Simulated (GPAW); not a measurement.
**AlN (F-43m): ε∞ against the local-field cutoff**

The size of the dielectric matrix of AlN (F-43m) is raised step by step, on the same bands.

Cell: a, b, c = 3.089, 3.089, 3.089 Å (primitive vectors), 2 atoms.

Method: GPAW 26.7.0, PBE, RPA, k-mesh 14×14×14, Lorentzian half width 0.15 eV.

Launch of the response step: `OMP_NUM_THREADS=1 python df.py`. The series took 39 s in all, its band step included, on 1 thread of Arm Neoverse V1, on a shared host.

```tsv
cutoff (eV)	time of the step (s)	ε∞
40	4	4.4236
60	4	4.4236
100	5	4.3188
150	6	?
```

The number of plane waves grows as cutoff^(3/2); a common extrapolation takes the result as linear in its inverse.

Working, on the rows shown:

| x = cutoff^(−3/2) (eV^−3/2) | y = ε∞ |
| --- | --- |
| 0.00395285 | 4.4236 |
| 0.00215166 | 4.4236 |
| 0.001 | 4.3188 |

Means: x̄ = 0.0023682, ȳ = 4.3887. Σ(x − x̄)(y − ȳ) = 0.0001434, Σ(x − x̄)² = 4.430e-06. Slope = 0.0001434 / 4.430e-06 = 32.37; intercept = ȳ − slope · x̄ = 4.312. The line misses the rows shown by at most 0.042.

Fill in the last column of the withheld row.

At x = 0.00054433 the line gives y = 4.3296. The run gave 4.3085, so the extrapolation is off by 0.021, 18 % of the range in the table. The law describes these rows poorly: it misses even the rows shown by over a tenth of the range.

Refitted with all rows, the slope is 36.54 and the intercept 4.2987. The line reaches 4.299 at infinite cutoff, 0.2 % from the last run, while the last two runs differ by 0.24 %. ε∞ moves in steps as shells of reciprocal vectors enter, so the limit is good only to about the larger of these. Excitons are left out; PBE gaps are as a rule too small. The values come from a sum over the points of one k-mesh and carry its error, which grows as the direct gap shrinks. The local-field cutoff holds few shells of reciprocal vectors for this small cell, so ε∞ can read a few per cent high.

[Logs are printed without paths, hosts, clocks, repeated set-up lines and the standing remarks that a program may print on its own settings, such as how far it seeks lower states.]
